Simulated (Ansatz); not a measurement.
**Phonons of AgGeMo in the AlB2 type**

Question: is the lattice of AgGeMo in the AlB2 type stable, and if so, what are its coupling constant and resistivity?

Main program and level: Ansatz 0.2.0; DFT PBE, scalar-relativistic, plane waves, PAW; PAW set soft_1.

Report form: the programs' logs are mostly left out.

The structure was built from a prototype and need not be the compound's stable phase.

### 1. Starting point

Symmetry: P-6m2, No. 187, hexagonal system. Conventional cell: a = 3.933 Å, b = 3.933 Å, c = 4.130 Å, α = 90.00°, β = 90.00°, γ = 120.00°. Nearest to Mo lie 6 Ge at 3.07 Å and 6 Ag at 3.07 Å. Nearest to Ge lie 3 Ag at 2.27 Å and 6 Mo at 3.07 Å. Ag has 3 Ge at 2.27 Å and 6 Mo at 3.07 Å nearest. Farther neighbours are not listed.

### 2. Relaxation

The structure is brought to rest under this functional.

The input, input.yaml:

```yaml
crystal:
  lattice:
    - [3.93327, 0.0, 0.0]
    - [-1.96663, 3.40631, 0.0]
    - [0.0, 0.0, 4.12993]
  atoms:
    - { symbol: Mo, position: [0.0, 0.0, 0.0] }
    - { symbol: Ge, position: [0.33333333, 0.66666667, 0.5] }
    - { symbol: Ag, position: [0.66666667, 0.33333333, 0.5] }
kpoints:
  mp_grid: { grid: [9, 9, 8] }
hamiltonian:
  xc: pbe
  pseudopotentials: { kind: paw, azcp: { folder: soft_1 } }
scf:
  occupations: { method: gaussian, width: 0.1 }
output:
  forces: true
  stress: true
  eigenvalues: true
relax:
  adjacent_minimum: "off"
  f_tol: 0.005
  max_steps: 80
  cell: { stress_tol: 0.05 }
```

The run is started by

```bash
> ansatz run input.yaml --threads 4 --pin off --max-ram 12288MiB --backend cpu --events-out ev --progress --plain --runs-dir out
```

Run time: 39 s. Hardware: 4 threads of Arm Neoverse V2, shared host; peak memory 0.46 GiB.

Relaxation path:

| step | energy less that of the first step (eV) | largest force component (eV/Å) | pressure (GPa) | volume (Å³) |
| --- | --- | --- | --- | --- |
| 1 | 0.0000 | 0.0000 | 1.62 | 55.33 |
| 2 | -0.4868 | 0.0000 | -0.56 | 54.61 |
| 3 | -0.8729 | 0.0000 | -0.68 | 53.25 |
| 4 | -1.2080 | 0.0000 | -0.46 | 51.85 |
| 5 | -1.4891 | 0.0000 | 0.32 | 50.41 |
| 6 | -1.7604 | 0.0000 | -2.15 | 50.13 |
| 7 | -2.0139 | 0.0000 | 2.62 | 47.88 |
| 8 | -2.1554 | 0.0000 | 3.66 | 47.31 |
| 9 | -2.1676 | 0.0000 | -0.07 | 48.35 |
| 10 | -2.1677 | 0.0000 | -0.01 | 48.32 |
| 11* | -2.1795 | 0.0000 | 0.38 | 48.32 |
| 12 | -2.1798 | 0.0000 | 0.03 | 48.44 |
| 13 | -2.1798 | 0.0000 | 0.00 | 48.45 |
| 14* | -2.1798 | 0.0000 | 0.00 | 48.45 |

Relaxation steps marked * repeat the geometry before them on a plane-wave basis chosen anew for their cell, so energy and pressure can jump there.

The run keeps the 12 symmetry operations that it works with, so distortions that break them were not tested.

| cell as run | before | after | change |
| --- | --- | --- | --- |
| a (Å) | 3.933 | 4.492 | +14.2 % |
| b (Å) | 3.933 | 4.492 | +14.2 % |
| c (Å) | 4.130 | 2.772 | -32.9 % |
| volume (Å³/atom) | 18.44 | 16.15 | -12.4 % |

The relaxed structure:

```xyz
3
Lattice="4.4922 0.0000 0.0000 -2.2461 3.8903 0.0000 0.0000 0.0000 2.7724" Properties=species:S:1:pos:R:3 pbc="T T T"
Mo    0.0000    0.0000    0.0000
Ge    0.0000    2.5936    1.3862
Ag    2.2461    1.2968    1.3862
```

This step gave:

```yaml
pressure: -2.40e-4 GPa
volume_per_atom: 16.15 Å³/atom
metallic_on_mesh: yes
gap_on_the_k_mesh: 0 eV
```

The largest force is now zero by symmetry and the largest stress component 8.7e-4 GPa.

### 3. Relaxing cell and atoms

The cell moved far, so the relaxation is started again from the new cell to confirm it.

input.yaml, the sections that differ from step 2:

```yaml
crystal:
  lattice:
    - [4.4921862984, -3.297e-06, 0.0]
    - [-2.246090294, 3.8903491015, 0.0]
    - [0.0, 0.0, 2.7724226896]
  atoms:
    - { symbol: Mo, position: [0.0, 0.0, 0.0] }
    - { symbol: Ge, position: [0.3333333333, 0.6666666667, 0.5] }
    - { symbol: Ag, position: [0.6666666667, 0.3333333333, 0.5] }
kpoints:
  mp_grid: { grid: [9, 9, 10] }
# hamiltonian, scf, output, relax: as in step 2
```

Run time: 9.7 s. Hardware: 4 threads; peak memory 0.47 GiB; 37 s of CPU time.

Relaxation path:

| step | energy less that of the first step (eV) | largest force component (eV/Å) | pressure (GPa) | volume (Å³) |
| --- | --- | --- | --- | --- |
| 1 | 0.0000 | 0.0000 | -0.01 | 48.45 |
| 2 | -0.0001 | 0.0000 | -0.06 | 48.46 |
| 3 | -0.0001 | 0.0000 | 0.05 | 48.43 |
| 4 | -0.0001 | 0.0000 | 0.05 | 48.43 |

The log counts 1 steps on a newly chosen plane-wave basis, not all of them marked here; energy and pressure can jump at such steps.

| conventional cell, symmetrised | before | after | change |
| --- | --- | --- | --- |
| a (Å) | 4.492 | 4.489 | -0.1 % |
| b (Å) | 4.492 | 4.489 | -0.1 % |
| c (Å) | 2.772 | 2.775 | +0.1 % |
| volume (Å³/atom) | 16.15 | 16.14 | -0.0 % |

Final coordinates:

```cif
data_structure
_symmetry_space_group_name_H-M 'P 1'
_symmetry_Int_Tables_number 1
_cell_length_a 4.4887
_cell_length_b 4.4887
_cell_length_c 2.7755
_cell_angle_alpha 90.000
_cell_angle_beta 90.000
_cell_angle_gamma 120.000
_cell_volume 48.43
loop_
_atom_site_label
_atom_site_type_symbol
_atom_site_fract_x
_atom_site_fract_y
_atom_site_fract_z
_atom_site_occupancy
Mo1 Mo 0.00000 0.00000 0.00000 1
Ge2 Ge 0.33333 0.66667 0.50000 1
Ag3 Ag 0.66667 0.33333 0.50000 1
```

Numbers from this step:

* pressure: 0.04585 GPa
* volume per atom: 16.14 Å³/atom

The largest force is now zero by symmetry and the largest stress component 0.048 GPa.

### 4. Tight relaxation

No force is left; the cell is relaxed once more with another smearing and tight thresholds.

input.yaml, the sections that differ from step 3:

```yaml
crystal:
  lattice:
    - [4.4887128405, -3.2944e-06, 0.0]
    - [-2.2443535672, 3.8873409974, 0.0]
    - [0.0, 0.0, 2.7754879674]
  atoms:
    - { symbol: Mo, position: [0.0, 0.0, 0.0] }
    - { symbol: Ge, position: [0.3333333333, 0.6666666667, 0.5] }
    - { symbol: Ag, position: [0.6666666667, 0.3333333333, 0.5] }
kpoints:
  mp_grid: { grid: [9, 9, 9] }
scf:
  occupations: { method: methfessel_paxton, width: 0.2 }
relax:
  adjacent_minimum: "off"
  f_tol: 0.001
  max_steps: 60
  cell: { stress_tol: 0.01 }
# hamiltonian, output: as in step 3
```

Run time: 9.1 s. Hardware: 4 threads; peak memory 0.46 GiB.

The steps of the relaxation:

| step | energy less that of the first step (eV) | largest force component (eV/Å) | pressure (GPa) | volume (Å³) |
| --- | --- | --- | --- | --- |
| 1 | 0.0000 | 0.0000 | -0.02 | 48.43 |
| 2 | -0.0002 | 0.0000 | 0.13 | 48.39 |
| 3 | -0.0001 | 0.0000 | -0.12 | 48.47 |
| 4 | -0.0002 | 0.0000 | 0.00 | 48.43 |
| 5 | -0.0002 | 0.0000 | 0.00 | 48.43 |

The log counts 1 steps on a newly chosen plane-wave basis, not all of them marked here; energy and pressure can jump at such steps.

| conventional cell, symmetrised | before | after | change |
| --- | --- | --- | --- |
| a (Å) | 4.489 | 4.493 | +0.1 % |
| b (Å) | 4.489 | 4.493 | +0.1 % |
| c (Å) | 2.775 | 2.770 | -0.2 % |
| volume (Å³/atom) | 16.14 | 16.14 | +0.0 % |

Final coordinates:

```xyz
3
Lattice="4.4933 0.0000 0.0000 -2.2466 3.8913 0.0000 0.0000 0.0000 2.7701" Properties=species:S:1:pos:R:3 pbc="T T T"
Mo    0.0000    0.0000    0.0000
Ge    0.0000    2.5942    1.3850
Ag    2.2466    1.2971    1.3850
```

Numbers from this step:

- pressure: -7.73e-6 GPa

The largest force is now zero by symmetry and the largest stress component 5.1e-4 GPa, small enough for phonons.

### 5. Phonons by linear response: q 2×2×2, k 4×4×6

Couplings are defined for a stable lattice alone, so phonons come first.

The input, input.yaml:

```yaml
crystal:
  lattice:
    - [4.49326473, -3.2977e-06, 0.0]
    - [-2.2466295091, 3.891283051, 0.0]
    - [0.0, 0.0, 2.7700632341]
  atoms:
    - { symbol: Mo, position: [0.0, 0.0, 0.0] }
    - { symbol: Ge, position: [0.3333333333, 0.6666666667, 0.5] }
    - { symbol: Ag, position: [0.6666666667, 0.3333333333, 0.5] }
kpoints:
  mp_grid: { grid: [4, 4, 6] }
hamiltonian:
  xc: pbe
  pseudopotentials: { kind: paw, azcp: { folder: soft_1 } }
scf:
  occupations: { method: methfessel_paxton, width: 0.2 }
output:
  eigenvalues: true
phonons:
  method: dfpt
  qmesh: [2, 2, 2]
  temperatures: { t_max: 1000, t_step: 50 }
  qpath:
    path:
      - [[0.0, 0.0, 0.0], [0.5, 0.0, 0.0], [0.33333333, 0.33333333, 0.0], [0.0, 0.0, 0.0], [0.0, 0.0, 0.5], [0.5, 0.0, 0.5], [0.33333333, 0.33333333, 0.5], [0.0, 0.0, 0.5]]
      - [[0.5, 0.0, 0.5], [0.5, 0.0, 0.0]]
      - [[0.33333333, 0.33333333, 0.5], [0.33333333, 0.33333333, 0.0]]
    npoints: 10
```

It took 41 s on 4 threads; peak memory 0.55 GiB; 2.6 min of CPU time.

This step gave:

| Property | Result |
| --- | --- |
| share of imaginary modes in the plain interpolation between solved wavevectors | 0.091 |
| highest frequency, solved or plainly interpolated | 217 cm⁻¹ |

Solved on the 2×2×2 mesh alone; all other wavevectors are interpolated. Phonon branches along the path, in cm⁻¹:

| point | branch 1 | branch 2 | branch 3 | branch 4 | branch 5 | branch 6 | branch 7 | branch 8 | branch 9 |
| --- | --- | --- | --- | --- | --- | --- | --- | --- | --- |
| Γ | 0 | 0 | 0 | 14 | 125 | 152 | 152 | 204 | 204 |
| halfway | -16 | 16 | 50 | 87 | 120 | 138 | 143 | 202 | 212 |
| M | -34 | 19 | 78 | 109 | 110 | 129 | 158 | 190 | 217 |
| halfway | 22 | 22 | 82 | 96 | 107 | 129 | 166 | 190 | 215 |
| K | 25 | 51 | 81 | 87 | 103 | 126 | 172 | 192 | 212 |
| halfway | 18 | 18 | 57 | 89 | 118 | 136 | 145 | 201 | 213 |
| Γ | 0 | 0 | 0 | 14 | 125 | 152 | 152 | 204 | 204 |
| halfway | 67 | 67 | 86 | 110 | 152 | 152 | 155 | 198 | 198 |
| A | 97 | 97 | 103 | 150 | 150 | 152 | 192 | 192 | 193 |
| halfway | -2 | 88 | 89 | 111 | 135 | 158 | 190 | 191 | 197 |
| L | -75 | -60 | 44 | 79 | 137 | 161 | 187 | 190 | 202 |
| halfway | -76 | -67 | -27 | 90 | 139 | 162 | 175 | 187 | 211 |
| H | -75 | -72 | -65 | 100 | 142 | 162 | 163 | 187 | 216 |
| halfway | -36 | 70 | 89 | 95 | 137 | 159 | 184 | 190 | 202 |
| A | 97 | 97 | 103 | 150 | 150 | 152 | 192 | 192 | 193 |
| jump to L | -75 | -60 | 44 | 79 | 137 | 161 | 187 | 190 | 202 |
| halfway | -25 | 30 | 71 | 113 | 122 | 139 | 151 | 190 | 209 |
| M | -34 | 19 | 78 | 109 | 110 | 129 | 158 | 190 | 217 |
| jump to H | -75 | -72 | -65 | 100 | 142 | 162 | 163 | 187 | 216 |
| halfway | -40 | 16 | 75 | 102 | 116 | 147 | 167 | 168 | 214 |
| K | 25 | 51 | 81 | 87 | 103 | 126 | 172 | 192 | 212 |

Lowest modes at the softest wavevector of the mesh. The modes at q = (0.500, 0.000, 0.500) (shares of kinetic energy by element, %) (negative means imaginary):

| mode | frequency (cm⁻¹) | Mo % | Ge % | Ag % |
| --- | --- | --- | --- | --- |
| 1 | -74.6 | 93 | 5 | 1 |
| 2 | -59.6 | 74 | 0 | 26 |
| 3 | 43.5 | 100 | 0 | 0 |
| 4 | 78.6 | 0 | 43 | 57 |
| 5 | 137.3 | 9 | 54 | 36 |
| 6 | 161.2 | 5 | 94 | 1 |

Displacements in mode 1 (-74.6 cm⁻¹), the largest set to 1, in the home cell:
```
Mo1 1.00 0.58 0.00
Ge2 0.00 0.00 0.32
Ag3 0.00 0.00 0.12
```

Displacements in mode 6 (161.2 cm⁻¹), the largest set to 1, in the home cell:
```
Mo1  0.17  0.10  0.00
Ge2  0.00  0.00 -1.00
Ag3  0.00  0.00  0.08
```

Among the solved wavevectors the lowest mode, translations apart, is -74.6 cm⁻¹, imaginary.

### 6. Phonons: q 3×3×3, k 6×6×9

An imaginary mode on so few k-points may come from the sampling, so the phonons are repeated with another q and k mesh.

Edit input.yaml of step 5 so:

```diff
@@ -10,3 +10,3 @@
 kpoints:
-  mp_grid: { grid: [4, 4, 6] }
+  mp_grid: { grid: [6, 6, 9] }
 hamiltonian:
@@ -20,3 +20,3 @@
   method: dfpt
-  qmesh: [2, 2, 2]
+  qmesh: [3, 3, 3]
   temperatures: { t_max: 1000, t_step: 50 }
```

The job ended after 4.6 min (4 threads; peak memory 1.3 GiB; 18 min of CPU time).

This step gave:

```
share of imaginary modes in the plain interpolation between solved wavevectors : 0.0358
highest frequency, solved or plainly interpolated                              : 219.7 cm⁻¹
```

Solved on the 3×3×3 mesh alone; all other wavevectors are interpolated. Phonon branches along the path, in cm⁻¹:

| point | branch 1 | branch 2 | branch 3 | branch 4 | branch 5 | branch 6 | branch 7 | branch 8 | branch 9 |
| --- | --- | --- | --- | --- | --- | --- | --- | --- | --- |
| Γ | -26 | 0 | 0 | 0 | 123 | 154 | 154 | 204 | 204 |
| halfway | -43 | -17 | 53 | 80 | 118 | 133 | 136 | 203 | 213 |
| M | -70 | -14 | 78 | 86 | 110 | 126 | 159 | 187 | 217 |
| halfway | -55 | -9 | 77 | 82 | 106 | 117 | 168 | 189 | 215 |
| K | -32 | 2 | 67 | 88 | 101 | 111 | 173 | 192 | 212 |
| halfway | -38 | -14 | 59 | 78 | 116 | 128 | 141 | 201 | 214 |
| Γ | -26 | 0 | 0 | 0 | 123 | 154 | 154 | 204 | 204 |
| halfway | 74 | 74 | 100 | 129 | 148 | 148 | 156 | 196 | 196 |
| A | 96 | 96 | 146 | 146 | 150 | 161 | 189 | 189 | 198 |
| halfway | 85 | 93 | 136 | 144 | 157 | 162 | 194 | 195 | 196 |
| L | 73 | 101 | 130 | 143 | 154 | 162 | 196 | 200 | 202 |
| halfway | 65 | 118 | 125 | 150 | 154 | 163 | 179 | 195 | 215 |
| H | 60 | 123 | 139 | 147 | 154 | 165 | 166 | 194 | 220 |
| halfway | 77 | 100 | 132 | 147 | 158 | 163 | 185 | 196 | 204 |
| A | 96 | 96 | 146 | 146 | 150 | 161 | 189 | 189 | 198 |
| jump to L | 73 | 101 | 130 | 143 | 154 | 162 | 196 | 200 | 202 |
| halfway | 39 | 88 | 113 | 120 | 135 | 139 | 169 | 191 | 210 |
| M | -70 | -14 | 78 | 86 | 110 | 126 | 159 | 187 | 217 |
| jump to H | 60 | 123 | 139 | 147 | 154 | 165 | 166 | 194 | 220 |
| halfway | 60 | 87 | 110 | 114 | 132 | 150 | 174 | 181 | 214 |
| K | -32 | 2 | 67 | 88 | 101 | 111 | 173 | 192 | 212 |

Lowest modes at the softest wavevector of the mesh. Modes at q = (0.333, -0.333, 0.000), with each element's share of the kinetic energy (negative means imaginary):

| mode | frequency (cm⁻¹) | Mo % | Ge % | Ag % |
| --- | --- | --- | --- | --- |
| 1 | -56.8 | 47 | 11 | 41 |
| 2 | -14.7 | 1 | 97 | 2 |
| 3 | 66.0 | 37 | 3 | 60 |
| 4 | 89.6 | 50 | 5 | 45 |
| 5 | 114.2 | 62 | 0 | 38 |
| 6 | 128.0 | 41 | 47 | 12 |

Displacements in mode 1 (-56.8 cm⁻¹), the largest set to 1, in the home cell (x, y, z of the real part, then of the imaginary part):
```
Mo1  0.58  1.00  0.00 -0.02 -0.03  0.00
Ge2 -0.15 -0.25  0.00 -0.29 -0.50  0.00
Ag3  0.50  0.87  0.00 -0.06 -0.11  0.00
```

Displacements in mode 6 (128.0 cm⁻¹), the largest set to 1, in the home cell (x, y, z of the real part, then of the imaginary part):
```
Mo1  0.41  0.70  0.00 -0.23 -0.39  0.00
Ge2  0.54  0.94  0.00  0.20  0.35  0.00
Ag3 -0.23 -0.39  0.00  0.08  0.13  0.00
```

The modes has structure finer than the step of the table below, so its rows give means over 10 cm⁻¹, whole bins alone (the curve runs from -79.3 to 236 cm⁻¹). Peaks (cm⁻¹: height): Ag 71.5: 0.0222, 192.6: 0.0499, 212.4: 0.0337; Ge 67.5: 0.0168, 91.3: 0.0170, 109.2: 0.0136, 125.1: 0.0241, 156.8: 0.0333, 192.6: 0.0335, 212.4: 0.0336; Mo 125.1: 0.0501, 142.9: 0.0541, 192.6: 0.0135.

Phonopy on the run's constants, 15x15x21 mesh, Gaussian sigma 2.3 cm⁻¹. Modes against wavenumber; means over each step; values in 1/cm⁻¹/cell:

| wavenumber (cm⁻¹) | Ag | Ge | Mo |
| --- | --- | --- | --- |
| -70 | 3.7e-4 | 8.5e-5 | 4.5e-4 |
| -60 | 0.00149 | 3.5e-4 | 0.00176 |
| -50 | 0.00214 | 5.3e-4 | 0.00246 |
| -40 | 0.00263 | 6.9e-4 | 0.00297 |
| -30 | 0.00234 | 7.9e-4 | 0.00252 |
| -20 | 0.00132 | 0.00207 | 0.00127 |
| -10 | 0.00126 | 0.00327 | 0.00121 |
| 0 | 1.1e-4 | 6.2e-4 | 1.0e-4 |
| 10 | 5.4e-4 | 0.00166 | 4.8e-4 |
| 20 | 0.00184 | 0.00738 | 0.00161 |
| 30 | 0.00197 | 0.00159 | 0.00166 |
| 40 | 0.00396 | 0.00665 | 0.00304 |
| 50 | 0.00551 | 0.00595 | 0.00365 |
| 60 | 0.0148 | 0.00991 | 0.00651 |
| 70 | 0.0212 | 0.0146 | 0.0106 |
| 80 | 0.0181 | 0.00895 | 0.0112 |
| 90 | 0.0188 | 0.0132 | 0.00948 |
| 100 | 0.0138 | 0.00564 | 0.00778 |
| 110 | 0.0117 | 0.00973 | 0.0164 |
| 120 | 0.0135 | 0.0144 | 0.0382 |
| 130 | 0.0116 | 0.0164 | 0.0422 |
| 140 | 0.0119 | 0.0221 | 0.0460 |
| 150 | 0.0109 | 0.0256 | 0.0289 |
| 160 | 0.00927 | 0.0277 | 0.0210 |
| 170 | 0.00779 | 0.00929 | 0.00669 |
| 180 | 0.0130 | 0.00685 | 0.00468 |
| 190 | 0.0387 | 0.0268 | 0.0110 |
| 200 | 0.0265 | 0.0244 | 0.00665 |
| 210 | 0.0260 | 0.0264 | 0.00715 |
| 220 | 0.00708 | 0.00672 | 0.00231 |
| 230 | 2.6e-6 | 2.6e-6 | 2.0e-6 |

No LO-TO term; unit eigenvectors of the mass-weighted matrix. The modes at Γ (shares of kinetic energy by element, %) (negative means imaginary):

| mode | frequency (cm⁻¹) | symmetry | Mo % | Ge % | Ag % |
| --- | --- | --- | --- | --- | --- |
| 1 | -25.6 | A2'' | 12 | 74 | 14 |
| 2 | 0.0 | unnamed | 35 | 26 | 39 |
| 3 | 0.0 | unnamed | 35 | 26 | 39 |
| 4 | 0.0 | unnamed | 35 | 26 | 39 |
| 5 | 122.6 | A2'' | 53 | 0 | 47 |
| 6 | 154.5 | E' | 65 | 18 | 17 |
| 7 | 154.5 | E' | 65 | 18 | 17 |
| 8 | 204.0 | E' | 0 | 56 | 44 |
| 9 | 204.0 | E' | 0 | 56 | 44 |

Displacements in mode 1 (-25.6 cm⁻¹), the largest set to 1:
```
Mo1  0.00  0.00 -0.35
Ge2  0.00  0.00  1.00
Ag3  0.00  0.00 -0.36
```

Displacements in mode 5 (122.6 cm⁻¹), the largest set to 1:
```
Mo1  0.00  0.00  1.00
Ge2  0.00  0.00 -0.01
Ag3  0.00  0.00 -0.88
```

Among the solved wavevectors the lowest mode, translations apart, is -56.8 cm⁻¹, imaginary.

### 7. Phonons: Fermi–Dirac smearing of 0.3 eV

The phonons are repeated on the same meshes with a wide Fermi–Dirac smearing, to see whether the soft mode comes from sharp features of the Fermi surface.

Edit input.yaml of step 6 so:

```diff
@@ -15,3 +15,3 @@
 scf:
-  occupations: { method: methfessel_paxton, width: 0.2 }
+  occupations: { method: fermi_dirac, width: 0.3 }
 output:
```

The job ended after 4.7 min (4 threads; peak memory 1.4 GiB; 18 min of CPU time).

Numbers from this step:

* share of imaginary modes in the plain interpolation between solved wavevectors: 0.0334
* highest frequency, solved or plainly interpolated: 218.6 cm⁻¹

Solved on the 3×3×3 mesh alone; all other wavevectors are interpolated. The phonon branches at the labelled points (cm⁻¹):

| point | branch 1 | branch 2 | branch 3 | branch 4 | branch 5 | branch 6 | branch 7 | branch 8 | branch 9 |
| --- | --- | --- | --- | --- | --- | --- | --- | --- | --- |
| Γ | -37 | 0 | 0 | 0 | 121 | 149 | 149 | 204 | 204 |
| halfway | -31 | -31 | 49 | 79 | 115 | 134 | 138 | 202 | 213 |
| M | -48 | -26 | 75 | 96 | 104 | 124 | 155 | 188 | 219 |
| halfway | -25 | -22 | 79 | 86 | 101 | 117 | 165 | 189 | 216 |
| K | -24 | 48 | 68 | 87 | 95 | 114 | 173 | 190 | 212 |
| halfway | -30 | -22 | 55 | 80 | 113 | 129 | 141 | 201 | 213 |
| Γ | -37 | 0 | 0 | 0 | 121 | 149 | 149 | 204 | 204 |
| halfway | 66 | 66 | 108 | 124 | 142 | 142 | 157 | 197 | 197 |
| A | 95 | 95 | 134 | 134 | 156 | 163 | 190 | 190 | 198 |
| halfway | 84 | 92 | 131 | 135 | 160 | 162 | 194 | 195 | 196 |
| L | 72 | 103 | 126 | 132 | 150 | 164 | 195 | 199 | 201 |
| halfway | 65 | 112 | 119 | 142 | 151 | 164 | 178 | 194 | 214 |
| H | 61 | 103 | 141 | 146 | 149 | 160 | 164 | 194 | 218 |
| halfway | 77 | 98 | 124 | 139 | 161 | 163 | 184 | 195 | 204 |
| A | 95 | 95 | 134 | 134 | 156 | 163 | 190 | 190 | 198 |
| jump to L | 72 | 103 | 126 | 132 | 150 | 164 | 195 | 199 | 201 |
| halfway | 49 | 88 | 112 | 117 | 132 | 138 | 166 | 190 | 211 |
| M | -48 | -26 | 75 | 96 | 104 | 124 | 155 | 188 | 219 |
| jump to H | 61 | 103 | 141 | 146 | 149 | 160 | 164 | 194 | 218 |
| halfway | 60 | 92 | 99 | 113 | 131 | 149 | 173 | 178 | 213 |
| K | -24 | 48 | 68 | 87 | 95 | 114 | 173 | 190 | 212 |

Lowest modes at the softest wavevector of the mesh. Modes at q = (0.000, 0.333, 0.000), with each element's share of the kinetic energy (negative means imaginary):

| mode | frequency (cm⁻¹) | Mo % | Ge % | Ag % |
| --- | --- | --- | --- | --- |
| 1 | -39.8 | 42 | 14 | 43 |
| 2 | -28.7 | 1 | 97 | 2 |
| 3 | 61.7 | 41 | 3 | 56 |
| 4 | 92.5 | 52 | 6 | 42 |
| 5 | 111.1 | 58 | 0 | 42 |
| 6 | 128.3 | 45 | 45 | 9 |

Displacements in mode 1 (-39.8 cm⁻¹), the largest set to 1, in the home cell (x, y, z of the real part, then of the imaginary part):
```
Mo1  1.00  0.00  0.00  0.00  0.00  0.00
Ge2  0.67  0.00  0.00  0.07  0.00  0.00
Ag3  0.95  0.00  0.00 -0.05  0.00  0.00
```

Displacements in mode 5 (111.1 cm⁻¹), the largest set to 1, in the home cell (x, y, z of the real part, then of the imaginary part):
```
Mo1  0.00  0.00  0.98  0.00  0.00 -0.19
Ge2  0.00  0.00 -0.04  0.00  0.00  0.00
Ag3  0.00  0.00 -0.77  0.00  0.00 -0.25
```

Among the solved wavevectors the lowest mode, translations apart, is -39.8 cm⁻¹, imaginary.

### 8. Summary of results

```json
{"phonon run of the rows without a label of their own": "PBE, q 3×3×3, k 6×6×9", "softest mode on the q mesh": "-56.8 cm⁻¹ at q = (0.333, -0.333, 0)", "highest frequency, solved or plainly interpolated": "220 cm⁻¹"}
```

**Reading.** The lattice is dynamically unstable at this level: a mode at q = (0.333, -0.333, 0) is imaginary, 56.8i cm⁻¹, so no harmonic coupling constant or resistivity is defined for this structure. These meshes are coarse, and single modes of a metal can move by tens of cm⁻¹ with the k mesh. The coarser mesh found an imaginary mode at another wavevector, which this mesh lacks. The phonon runs are not spin-polarised. The structure was built by hand as an ordered model, and its stability against other phases was not tested.

[Logs are printed without paths, hosts, clocks, repeated set-up lines and the standing remarks that a program may print on its own settings, such as how far it seeks lower states.]

[Hosts, paths, dates, database ids (printed as entryN), source tags and the programs' standing remarks are cut or masked in the printed files.]
